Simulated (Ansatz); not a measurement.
## AlAg (P-6m2): phonons and vibrational spectra

How does AlAg (P-6m2) vibrate, and is this structure a minimum?

Program: Ansatz 0.2.0. Level of theory: DFT PBEsol, scalar-relativistic, plane waves, norm-conserving pseudopotentials. Results are calculated unless marked as measured.

## (1) The starting structure

The structure is hexagonal, space group P-6m2 (No. 187). Conventional cell: a = 2.926 Å, b = 2.926 Å, c = 4.428 Å, α = 90.00°, β = 90.00°, γ = 120.00°. Nearest to Al lie 6 Ag at 2.78 Å and 6 Al at 2.93 Å. Nearest to Ag lie 6 Al at 2.78 Å and 6 Ag at 2.93 Å. Farther neighbours are not listed.

## (2) Bringing the structure to rest

The cell and atoms are relaxed, since residual forces and stress would shift the frequencies.

The input, input.yaml:

```yaml
crystal:
  lattice:
    - [2.9263865524, 0.0, 0.0]
    - [-1.4631932762, 2.5343250957, 0.0]
    - [0.0, 0.0, 4.42760443]
  atoms:
    - { symbol: Al, position: [0.0, 0.0, 0.5] }
    - { symbol: Ag, position: [0.66666667, 0.33333333, 0.0] }
kpoints:
  mp_grid: { grid: [18, 18, 10] }
hamiltonian:
  xc: pbesol
  pseudopotentials: { kind: nc }
scf:
  occupations: { method: gaussian, width: 0.1 }
output:
  forces: true
  stress: true
  eigenvalues: true
  write_density: true
  write_potential: true
  elf: true
  volumetric_format: npy
relax:
  adjacent_minimum: "off"
  f_tol: 0.005
  max_steps: 80
  cell: { stress_tol: 0.05 }
```

Command:

```sh
> ansatz run input.yaml --threads 4 --pin off --max-ram 7168MiB --backend cpu --events-out ev --progress --plain --runs-dir out
```

Numbers of over 12 decimals in the logs are rounded to 6 here.

The program printed:

```text
Engine: ansatz 0.2.0, aarch64-unknown-linux-gnu
Pseudopotentials: kind: nc
Pseudopotential: Al, nc, valence charge 3, recommended cutoff 544.227725 eV (normal), Al.nc.azcp (PseudoDojo's, or run here from an input of PseudoDojo's: the run reads no file of this project's for it)
Pseudopotential: Ag, nc, valence charge 19, recommended cutoff 1115.666836 eV (normal), Ag.nc.azcp (PseudoDojo's, or run here from an input of PseudoDojo's: the run reads no file of this project's for it)
Functional definition: PBEsol
  exchange = pbesol_x
  correlation = pbesol_c
Crystal: 2 atoms, lattice volume = 32.837 Å³
Basis set: ecut = 1115.666836 eV, 2755 PW (Γ), exchange–correlation on 64×64×100 points (8 copies of the dense FFT grid, shifted against one another)
Bands: 15, of which v1, the nominal top of the filled ones, is band 11 counted from 1 (10 counted from 0)
Symmetry: 12 space group operations
Space group: P-6m2 (ITA 187), of the structure as read, at distance tolerance 3.2e-5 Å
k-points: 222 of 3240 (time reversal used)
Non-local potential: Al, projectors of the file, l = 0: 2, l = 1: 2, l = 2: 2
Non-local potential: Ag, projectors of the file, l = 0: 2, l = 1: 2, l = 2: 2
Initial density: superposition of atomic densities (chi_scale 0.1, normalization cell, long waves kept (reshape's long-wave potential 0.00 eV rms))
Initial wavefunctions: pseudopotential atomic-orbital guess
Functional: x = pbesol(κ = 0.804, μ = 0.123457), c = pbesol(β = 0.046)
SCF iter   1: F=—  HF=-4279.402955 eV  |F-HF|=—  |Δ(HF+E_count)|=         —  Δρ=1.05e-1  dr2=5.08e0  ethr=3.10e-3  ⟨swp⟩=5.8  Hψ=18514  notcnv=0
preconditioner: auto → none  [metal: Δε(μ)=0.010 eV  Ē_g=9.102 eV  σ=0.100 eV  W_gap=0.06  n_scr=8 (ndim 8)  ℏωp=24.2 eV  f_vac=0.000  D(μ)=0.71/eV (n_scr^D=2)  sad-step TF]
SCF iter   2: F=—  HF=-4278.368035 eV  |F-HF|=—  |Δ(HF+E_count)|=    1.03e0  Δρ=3.06e-2  dr2=2.89e-1  ethr=3.10e-3  ⟨swp⟩=3.1  Hψ=9496  notcnv=0  defer=5
SCF iter   3: F=—  HF=-4278.282635 eV  |F-HF|=—  |Δ(HF+E_count)|=   8.54e-2  Δρ=1.06e-2  dr2=1.93e-2  ethr=1.31e-3  ⟨swp⟩=2.3  Hψ=5929  notcnv=0  defer=5
SCF iter   4: F=—  HF=-4278.278500 eV  |F-HF|=—  |Δ(HF+E_count)|=   4.14e-3  Δρ=3.33e-3  dr2=3.37e-3  ethr=8.76e-5  ⟨swp⟩=1.9  Hψ=4374  notcnv=0  defer=5
SCF iter   5: F=—  HF=-4278.277705 eV  |F-HF|=—  |Δ(HF+E_count)|=   7.95e-4  Δρ=4.39e-4  dr2=1.58e-5  ethr=1.53e-5  ⟨swp⟩=2.3  Hψ=4994  notcnv=0  defer=5
SCF iter   6: F=—  HF=-4278.277701 eV  |F-HF|=—  |Δ(HF+E_count)|=   3.86e-6  Δρ=7.69e-5  dr2=2.93e-6  ethr=7.19e-8  ⟨swp⟩=2.0  Hψ=5772  notcnv=0  defer=5
SCF iter   7: F=—  HF=-4278.277700 eV  |F-HF|=—  |Δ(HF+E_count)|=   6.75e-7  Δρ=1.46e-5  dr2=1.18e-7  ethr=1.33e-8  ⟨swp⟩=2.4  Hψ=4786  notcnv=0  defer=5
SCF iter   8: F=-4278.277700 eV  HF=-4278.277700 eV  |F-HF|=1.46e-9  |Δ(HF+E_count)|=   3.11e-8  Δρ=2.16e-6  dr2=1.58e-9  ethr=4.55e-10  ⟨swp⟩=10.9  Hψ=25984  notcnv=0
SCF 1 converged in 8 iterations: F = -4278.277700 eV  dr2 = 1.58e-9
relax step   1: F+E_penalty+E_count = -4278.27770039 eV  Δ(F+E_penalty+E_count) = +0.000e0 eV  max|allowed force component| = 3.007e-17 eV/Å  Δτ_max = 0.0000 Å  P = -1.659 GPa  Ω = 32.837 Å³  (8 SCF iters, dr2 threshold 1.00e-7 eV, accepted)
Crystal: 2 atoms, lattice volume = 32.097 Å³
Basis set: ecut = 1115.666836 eV, 2657 PW (Γ), exchange–correlation on 64×64×100 points (8 copies of the dense FFT grid, shifted against one another)
Initial density: handed on by an earlier stage of this run
Initial wavefunctions: those handed on with the density
iter 1 solved again at ethr=2.92e-5 eV; its pass at ethr=3.10e-3 eV (dr2=6.43e-3 eV) is discarded
SCF iter   1: F=—  HF=-4278.282791 eV  |F-HF|=—  |Δ(HF+E_count)|=         —  Δρ=3.40e-3  dr2=6.43e-3  ethr=2.92e-5  ⟨swp⟩=1.3  Hψ=25010  notcnv=0
preconditioner: auto → none  [metal: Δε(μ)=0.010 eV  Ē_g=10.417 eV  σ=0.100 eV  W_gap=0.05  n_scr=8 (ndim 8)  ℏωp=24.5 eV  f_vac=0.001  D(μ)=0.52/eV (n_scr^D=2)]
SCF iter   2: F=—  HF=-4278.282146 eV  |F-HF|=—  |Δ(HF+E_count)|=   6.45e-4  Δρ=3.48e-3  dr2=4.11e-3  ethr=2.92e-5  ⟨swp⟩=2.2  Hψ=5234  notcnv=0
SCF iter   3: F=—  HF=-4278.281101 eV  |F-HF|=—  |Δ(HF+E_count)|=   1.04e-3  Δρ=6.31e-4  dr2=5.42e-5  ethr=1.87e-5  ⟨swp⟩=2.2  Hψ=5128  notcnv=0
SCF iter   4: F=—  HF=-4278.281079 eV  |F-HF|=—  |Δ(HF+E_count)|=   2.26e-5  Δρ=7.41e-5  dr2=8.94e-7  ethr=2.47e-7  ⟨swp⟩=2.3  Hψ=5700  notcnv=0
SCF iter   5: F=-4278.281079 eV  HF=-4278.281079 eV  |F-HF|=2.67e-9  |Δ(HF+E_count)|=   2.04e-7  Δρ=1.60e-5  dr2=2.54e-8  ethr=9.09e-10  ⟨swp⟩=12.3  Hψ=29713  notcnv=0
SCF 2 converged in 5 iterations: F = -4278.281079 eV  dr2 = 2.54e-8
relax step   2: F+E_penalty+E_count = -4278.28107868 eV  Δ(F+E_penalty+E_count) = -3.378e-3 eV  max|allowed force component| = 3.007e-17 eV/Å  Δτ_max = 0.0000 Å  P = +0.859 GPa  Ω = 32.097 Å³  energy of the carried Pulay correction = +4.619e-4 eV  (5 SCF iters, dr2 threshold 2.00e-7 eV, accepted)
Crystal: 2 atoms, lattice volume = 32.342 Å³
Basis set: ecut = 1115.666836 eV, 2729 PW (Γ), exchange–correlation on 64×64×100 points (8 copies of the dense FFT grid, shifted against one another)
iter 1 solved again at ethr=2.39e-6 eV; its pass at ethr=3.10e-3 eV (dr2=5.27e-4 eV) is discarded
SCF iter   1: F=—  HF=-4278.281858 eV  |F-HF|=—  |Δ(HF+E_count)|=         —  Δρ=9.72e-4  dr2=6.14e-4  ethr=2.39e-6  ⟨swp⟩=3.1  Hψ=22804  notcnv=0
preconditioner: auto → none  [metal: Δε(μ)=0.059 eV  Ē_g=10.431 eV  σ=0.100 eV  W_gap=0.30  n_scr=8 (ndim 8)  ℏωp=24.4 eV  f_vac=0.001  D(μ)=0.53/eV (n_scr^D=2)]
SCF iter   2: F=—  HF=-4278.281794 eV  |F-HF|=—  |Δ(HF+E_count)|=   6.46e-5  Δρ=1.06e-3  dr2=3.88e-4  ethr=2.39e-6  ⟨swp⟩=2.0  Hψ=5104  notcnv=0
SCF iter   3: F=—  HF=-4278.281696 eV  |F-HF|=—  |Δ(HF+E_count)|=   9.82e-5  Δρ=1.78e-4  dr2=4.35e-6  ethr=1.76e-6  ⟨swp⟩=2.1  Hψ=4631  notcnv=0
SCF iter   4: F=—  HF=-4278.281690 eV  |F-HF|=—  |Δ(HF+E_count)|=   5.56e-6  Δρ=3.15e-5  dr2=1.34e-7  ethr=9.09e-10  ⟨swp⟩=10.5  Hψ=29847  notcnv=0
SCF iter   5: F=-4278.281690 eV  HF=-4278.281690 eV  |F-HF|=8.46e-11  |Δ(HF+E_count)|=   1.89e-8  Δρ=5.47e-6  dr2=1.90e-9  ethr=6.11e-10  ⟨swp⟩=7.1  Hψ=23429  notcnv=0
SCF 3 converged in 5 iterations: F = -4278.281690 eV  dr2 = 1.90e-9
relax step   3: F+E_penalty+E_count = -4278.28169010 eV  Δ(F+E_penalty+E_count) = -6.114e-4 eV  max|allowed force component| = 1.087e-16 eV/Å  Δτ_max = 0.0000 Å  P = +0.033 GPa  Ω = 32.342 Å³  energy of the carried Pulay correction = +3.065e-4 eV  (5 SCF iters, dr2 threshold 2.00e-7 eV, accepted)
[...]
relax step   4: F+E_penalty+E_count = -4278.28172663 eV  Δ(F+E_penalty+E_count) = -3.653e-5 eV  max|allowed force component| = 4.857e-17 eV/Å  Δτ_max = 0.0000 Å  P = -0.012 GPa  Ω = 32.362 Å³  energy of the carried Pulay correction = +2.937e-4 eV  (4 SCF iters, dr2 threshold 5.40e-8 eV, accepted)
[...]
relax step   5: F+E_penalty+E_count = -4278.28173257 eV  Δ(F+E_penalty+E_count) = -5.938e-6 eV  max|allowed force component| = 5.089e-17 eV/Å  Δτ_max = 0.0000 Å  P = +0.001 GPa  Ω = 32.362 Å³  energy of the carried Pulay correction = +2.939e-4 eV  (5 SCF iters, dr2 threshold 1.28e-8 eV, accepted)
Basis set: ecut = 1115.666836 eV, 2705 PW (Γ), exchange–correlation on 64×64×96 points (8 copies of the dense FFT grid, shifted against one another)
Initial wavefunctions: pseudopotential atomic-orbital guess (no wavefunctions were taken with the density)
iter 1 solved again at ethr=9.12e-8 eV; its pass at ethr=3.10e-3 eV (dr2=2.01e-5 eV) is discarded
SCF iter   1: F=—  HF=-4278.281496 eV  |F-HF|=—  |Δ(HF+E_count)|=         —  Δρ=5.39e-5  dr2=4.05e-8  ethr=9.12e-8  ⟨swp⟩=4.0  Hψ=31761  notcnv=0
preconditioner: auto → none  [metal: Δε(μ)=0.041 eV  Ē_g=10.411 eV  σ=0.100 eV  W_gap=0.22  n_scr=8 (ndim 8)  ℏωp=24.4 eV  f_vac=0.001  D(μ)=0.57/eV (n_scr^D=2)]
SCF iter   2: F=—  HF=-4278.281494 eV  |F-HF|=—  |Δ(HF+E_count)|=   2.02e-6  Δρ=2.71e-5  dr2=1.55e-8  ethr=1.84e-10  ⟨swp⟩=2.6  Hψ=6015  notcnv=0
SCF iter   3: F=—  HF=-4278.281494 eV  |F-HF|=—  |Δ(HF+E_count)|=   2.13e-8  Δρ=1.20e-5  dr2=9.97e-9  ethr=7.06e-11  ⟨swp⟩=2.0  Hψ=4827  notcnv=0
SCF iter   4: F=—  HF=-4278.281494 eV  |F-HF|=—  |Δ(HF+E_count)|=   2.69e-9  Δρ=1.36e-6  dr2=8.31e-11  ethr=4.53e-11  ⟨swp⟩=2.4  Hψ=4966  notcnv=0
SCF iter   5: F=-4278.281494 eV  HF=-4278.281494 eV  |F-HF|=4.55e-12  |Δ(HF+E_count)|=  6.00e-11  Δρ=3.24e-7  dr2=4.86e-12  ethr=1.00e-12  ⟨swp⟩=7.9  Hψ=20274  notcnv=0
SCF 6 converged in 5 iterations: F = -4278.281494 eV  dr2 = 4.86e-12
relax step   6: F+E_penalty+E_count = -4278.28149360 eV  Δ(F+E_penalty+E_count) = +2.390e-4 eV  max|allowed force component| = 5.089e-17 eV/Å  Δτ_max = 0.0000 Å  P = -0.024 GPa  Ω = 32.362 Å³  stress off target by 4.30e-2 GPa  SCF on the basis re-selected at this cell (its energy is not comparable with the rows above)  (5 SCF iters)
basis re-selected at this cell: Δ(F+E_penalty+E_count) = +2.390e-4 eV, ΔP = -0.024 GPa vs the last step (what re-selecting the basis moved, of the pressure what is left beyond the Pulay correction that the steps carried, after the strain that the cell walked since its last selection, with what the two solves' SCF thresholds leave and, on support functions, any second-order correction that the steps lacked; it is no measure of the basis error at this ecutwfc). The dense FFT grid was sized anew with the basis: this SCF ran on 32×32×48 points, the steps before it on 32×32×50, so part of this shift can come from that change (see relax.cell in the input reference). [rest of the remark cut]
SCF converged after 5 iterations
Free energy (F): -4278.281494 eV
Harris-Foulkes:  -4278.281494 eV  (|F-HF|=4.55e-12)
Internal energy: -4278.278661 eV  (E = F + TS)
E sigma→0 (E₀):  -4278.280077 eV
Entropy (-TS):   -0.002832 eV (-1.416 meV/atom)
Fermi energy:    13.893507 eV
--- Per-component energies (eV) ---
  E_band       = -295.827168
  E_kinetic    = 1459.850652
  E_local      = -4015.758918  (includes V_loc(G=0)·N_el)
  E_nonlocal   = -43.623060
  E_hartree    = 1429.881181
  E_xc         = -655.606929
  E_vxc        = -556.058304  (∫ρ·V_xc dr)
  E_ewald      = -2453.021587
  E_smearing   = -0.002832  (= −TS)
  E_closure    = -0.000000  (closes the sum)
  Σ components = -4278.281494   (vs F -4278.281494, Δ=0.00e0)
--- Forces (eV/Å), atoms counted from 1 ---
  atom   1  Al     0.00000000    -0.00000000     0.00000000
  atom   2  Ag    -0.00000000    -0.00000000     0.00000000
  max |Σ_I F_I| component: 1.62e-16 eV/Å
--- Stress (GPa, compression-positive) ---
       -0.014120      -0.000000      -0.000000
       -0.000000      -0.014120       0.000000
       -0.000000       0.000000      -0.043028
  P = ⅓ Tr σ = -0.0238 GPa (-0.238 kbar)
--- Band table (eV; the first three rows and the last of 222) ---
  k-point 0: bands = [... 7 lower, 8.1504, 8.9365, 8.9365, 11.0802, 14.2656, 24.7062, 24.7062, 25.6622]
  k-point 1: bands = [... 7 lower, 8.1510, 8.9327, 8.9327, 10.5025, 14.9793, 24.7992, 24.7992, 25.6260]
  k-point 2: bands = [... 7 lower, 8.1524, 8.9229, 8.9229, 9.4624, 16.4376, 25.0443, 25.0443, 25.5599]
  k-point 221: bands = [... 7 lower, 8.2242, 8.5356, 11.8733, 13.8318, 14.8138, 15.2007, 16.1639, 16.2615]
--- Relaxed structure (5 steps of the walk, 5 accepted, 1 SCFs on fresh bases) ---
  F+E_penalty+E_count = -4278.28149360 eV   max|allowed force component| = 5.089e-17 eV/Å   (the final SCF, on the basis selected at the relaxed cell)
  cell:  # Å, volume = 32.3615 Å³
    - [2.924436, 0, 0.0]
    - [-1.462218, 2.532636, 0.0]
    - [0.0, 0.0, 4.369323]
  atoms:
    - { symbol: Al, position: [-9.251858607474687e-18, -1.8503717008154225e-17, 0.5] }
    - { symbol: Ag, position: [0.666667, 0.333333, 0.0] }
```

Run time: 74 s. Hardware: 4 threads of Arm Neoverse V1, shared host; peak memory 0.7 GiB; 4.9 min of CPU time.

The steps of the relaxation:

| step | energy less that of the first step (eV) | largest force component (eV/Å) | pressure (GPa) | volume (Å³) |
| --- | --- | --- | --- | --- |
| 1 | 0.0000 | 0.0000 | -1.66 | 32.84 |
| 2 | -0.0034 | 0.0000 | 0.86 | 32.10 |
| 3 | -0.0040 | 0.0000 | 0.03 | 32.34 |
| 4 | -0.0040 | 0.0000 | -0.01 | 32.36 |
| 5 | -0.0040 | 0.0000 | 0.00 | 32.36 |
| 6* | -0.0038 | 0.0000 | -0.02 | 32.36 |

Relaxation steps marked * repeat the geometry before them on a plane-wave basis chosen anew for their cell, so energy and pressure can jump there.

Forces are held to the 12 operations that the run works with; a distortion that breaks them can't arise in this run.

| conventional cell, symmetrised | before | after | change |
| --- | --- | --- | --- |
| a (Å) | 2.926 | 2.924 | -0.1 % |
| b (Å) | 2.926 | 2.924 | -0.1 % |
| c (Å) | 4.428 | 4.369 | -1.3 % |
| volume (Å³/atom) | 16.42 | 16.18 | -1.4 % |

Final coordinates:

```xyz
2
Lattice="2.9244 0.0000 0.0000 -1.4622 2.5326 0.0000 0.0000 0.0000 4.3693" Properties=species:S:1:pos:R:3 pbc="T T T"
Al    0.0000    0.0000    2.1847
Ag    1.4622    0.8442    0.0000
```

This step gave:

* pressure: -0.02376 GPa
* volume per atom: 16.18 Å³
* gap on the k-mesh: 0 eV

Valence density in the ac plane at fractional y = 0.333, with atoms of Ag within 0.2 Å of it. It is the smooth field of the valence electrons, not physical close to the nuclei.

Values in e/Å³, 20 rows by 15 columns, each cell a mean:
```
 1  0  0  0  0  1  2  5 12 13  9 13 12  5  2
 0  0  0  0  0  0  1  3  7 11 13 11  7  3  1
 0  0  0  0  0  0  1  1  3  4  5  4  3  1  1
 0  0  0  0  0  0  0  1  1  1  1  1  1  1  0
 0  0  0  0  0  0  0  0  0  0  1  0  0  0  0
 0  0  0  0  0  0  0  0  0  0  0  0  0  0  0
 0  0  0  0  0  0  0  0  0  0  0  0  0  0  0
 0  0  0  0  0  0  0  0  0  0  0  0  0  0  0
 0  0  0  0  0  0  0  0  0  0  0  0  0  0  0
 0  0  0  0  0  0  0  0  0  0  0  0  0  0  0
 0  0  0  0  0  0  0  0  0  0  0  0  0  0  0
 0  0  0  0  0  0  0  0  0  0  0  0  0  0  0
 0  0  0  0  0  0  0  0  0  0  0  0  0  0  0
 0  0  0  0  0  0  0  0  0  0  0  0  0  0  0
 0  0  0  0  0  0  0  0  0  0  0  0  0  0  0
 0  0  0  0  0  0  0  1  1  1  1  1  1  1  0
 0  0  0  0  0  0  1  1  2  4  5  4  2  1  1
 0  0  0  0  0  0  1  3  7 11 12 11  7  3  1
 1  0  0  0  0  1  2  5 12 13  9 13 12  5  2
 1  0  0  0  0  1  2  7 14  9  1  9 14  7  2
```
Columns run along a (2.9 Å), rows up along c (4.4 Å). Atoms in or near the plane, at fractional coordinates: Ag at (0.67, 0.00).

Electrostatic potential energy in the ac plane at fractional y = 0.333, with atoms of Ag within 0.2 Å of it. With pseudopotentials it is smooth inside the atoms' cores, unlike the true potential.

Ten even steps from '_' (-134 eV) to '@' (15 eV):
```
@@@@@@@@@@@@%%++..______..++%%
@@@@@@@@@@@@%%##==..__..==##%%
@@@@@@@@@@@@@@%%##**++**##%%@@
@@@@@@@@@@@@@@@@%%%%%%%%%%@@@@
@@@@@@@@@@@@@@@@@@@@@@@@@@@@@@
@@@@@@@@@@@@@@@@@@@@@@@@@@@@@@
@@@@@@@@@@@@@@@@@@@@@@@@@@@@@@
@@@@@@@@@@@@@@@@@@@@@@@@@@@@@@
@@@@@@@@@@@@@@@@@@@@@@@@@@@@@@
@@@@@@@@@@@@@@@@@@@@@@@@@@@@@@
@@@@@@@@@@@@@@@@@@@@@@@@@@@@@@
@@@@@@@@@@@@@@@@@@@@@@@@@@@@@@
@@@@@@@@@@@@@@@@@@@@@@@@@@@@@@
@@@@@@@@@@@@@@@@@@@@@@@@@@@@@@
@@@@@@@@@@@@@@@@@@@@@@@@@@@@@@
@@@@@@@@@@@@@@@@@@@@@@@@@@@@@@
@@@@@@@@@@@@@@@@@@@@@@@@@@@@@@
@@@@@@@@@@@@@@@@%%%%%%%%%%@@@@
@@@@@@@@@@@@@@%%##**++**##%%@@
@@@@@@@@@@@@%%##==..__..==##%%
@@@@@@@@@@@@%%++..______..++%%
@@@@@@@@@@@@%%++__________++%%
```
Columns run along a (2.9 Å; values clipped at the 3rd and 97th percentile), rows up along c (4.4 Å). Atoms in or near the plane, at fractional coordinates: Ag at (0.67, 0.00).

ELF in the ac plane at fractional y = 0.333, with atoms of Ag within 0.2 Å of it. It is the smooth field of the valence electrons, not physical close to the nuclei.

Ten even steps from '_' (0.00) to '@' (0.77):
```
--::::::::--**@@@@++::++@@@@**
--::::::::--==##@@@@@@@@@@##==
::::::::::::--++##@@@@@@##++--
::--------::::--==++**++==--::
--========----::----------::--
++++++++++++==----::::::----==
************++====------==++++
##********##****++++++++++****
##********######**********####
##**++++**####################
##**++++**####################
##**++++**####################
##********######**********####
##********##****++++++++++****
************++====------==++++
++++++++++++==----::::::----==
--========----::----------::--
::--------::::--==++**++==--::
::::::::::::--++##@@@@@@##++--
--::::::::--==##@@@@@@@@@@##==
--::::::::--**@@@@++::++@@@@**
--::::::::--**@@@@::__::@@@@**
```
Columns run along a (2.9 Å), rows up along c (4.4 Å). Atoms in or near the plane, at fractional coordinates: Ag at (0.67, 0.00).

In this step the volume went from 16.42 to 16.18 Å³/atom.

## (3) Tight relaxation

Phonons need a cell at rest on their own settings, so the relaxation is repeated with tight tolerances on forces and stress, using the mesh and the filling of the phonon run that follows.

The input, input.yaml:

```yaml
crystal:
  lattice:
    - [2.9244357692, 0.0, 0.0]
    - [-1.4622178846, 2.5326356679, 0.0]
    - [0.0, 0.0, 4.3693234997]
  atoms:
    - { symbol: Al, position: [0.0, 0.0, 0.5] }
    - { symbol: Ag, position: [0.6666666667, 0.3333333333, 0.0] }
kpoints:
  mp_grid: { grid: [18, 18, 12] }
hamiltonian:
  xc: pbesol
  pseudopotentials: { kind: nc }
scf:
  occupations: { method: methfessel_paxton, width: 0.2 }
output:
  forces: true
  stress: true
  eigenvalues: true
relax:
  adjacent_minimum: "off"
  f_tol: 0.001
  max_steps: 60
  cell: { stress_tol: 0.01 }
```

The program printed:

```text
[...]
Crystal: 2 atoms, lattice volume = 32.362 Å³
Basis set: ecut = 1115.666836 eV, 2705 PW (Γ), exchange–correlation on 64×64×96 points (8 copies of the dense FFT grid, shifted against one another)
Bands: 15, of which v1, the nominal top of the filled ones, is band 11 counted from 1 (10 counted from 0)
Symmetry: 12 space group operations
[...]
k-point 258: bands = [... 7 lower, 8.2175, 8.5256, 11.8669, 13.8408, 14.8056, 15.1765, 16.1358, 16.2402]
--- Relaxed structure (4 steps of the walk, 4 accepted, 1 SCFs on fresh bases) ---
[...]
cell:  # Å, volume = 32.3728 Å³
    - [2.928204, 0.0, 0.0]
    - [-1.464102, 2.535899, 0.0]
    - [0.0, 0.0, 4.359599]
  atoms:
    - { symbol: Al, position: [-2.7755575615628907e-17, 0, 0.500000] }
    - { symbol: Ag, position: [0.666667, 0.333333, 0.0] }
[key lines of the parts left out:]
SCF converged after 6 iterations
Free energy (F): -4278.280907 eV
Fermi energy:    13.908517 eV
P = ⅓ Tr σ = 0.0006 GPa (0.006 kbar)
```

The job ended after 61 s (4 threads; peak memory 0.74 GiB; 4.1 min of CPU time).

The steps of the relaxation:

```csv
step,energy less that of the first step (eV),largest force component (eV/Å),pressure (GPa),volume (Å³)
1,0.0000,0.0000,0.01,32.36
2,-0.0001,0.0000,-0.06,32.39
3,-0.0001,0.0000,0.06,32.35
4,-0.0001,0.0000,0.00,32.37
5*,-0.0001,0.0000,0.00,32.37
```

Relaxation steps marked * repeat the geometry before them on a plane-wave basis chosen anew for their cell, so energy and pressure can jump there.

The run keeps the 12 symmetry operations that it works with, so distortions that break them were not tested.

```
conventional cell, symmetrised  before  after  change
                         a (Å)   2.924  2.928  +0.1 %
                         b (Å)   2.924  2.928  +0.1 %
                         c (Å)   4.369  4.360  -0.2 %
              volume (Å³/atom)   16.18  16.19  +0.0 %
```

The relaxed structure:

```xyz
2
Lattice="2.9282 0.0000 0.0000 -1.4641 2.5359 0.0000 0.0000 0.0000 4.3596" Properties=species:S:1:pos:R:3 pbc="T T T"
Al    0.0000    0.0000    2.1798
Ag    1.4641    0.8453    0.0000
```

This step gave:

* pressure: 5.84e-4 GPa
* volume per atom: 16.19 Å³

The forces vanish by symmetry and the pressure is 0.001 GPa, within the tolerances set. The cell now holds 16.19 Å³/atom.

(Part 1 of 2 ends here.)

[Logs are printed without paths, hosts, clocks, repeated set-up lines and the standing remarks that a program may print on its own settings, such as how far it seeks lower states.]

[Hosts, paths, dates, database ids (printed as entryN), source tags and the programs' standing remarks are cut or masked in the printed files.]
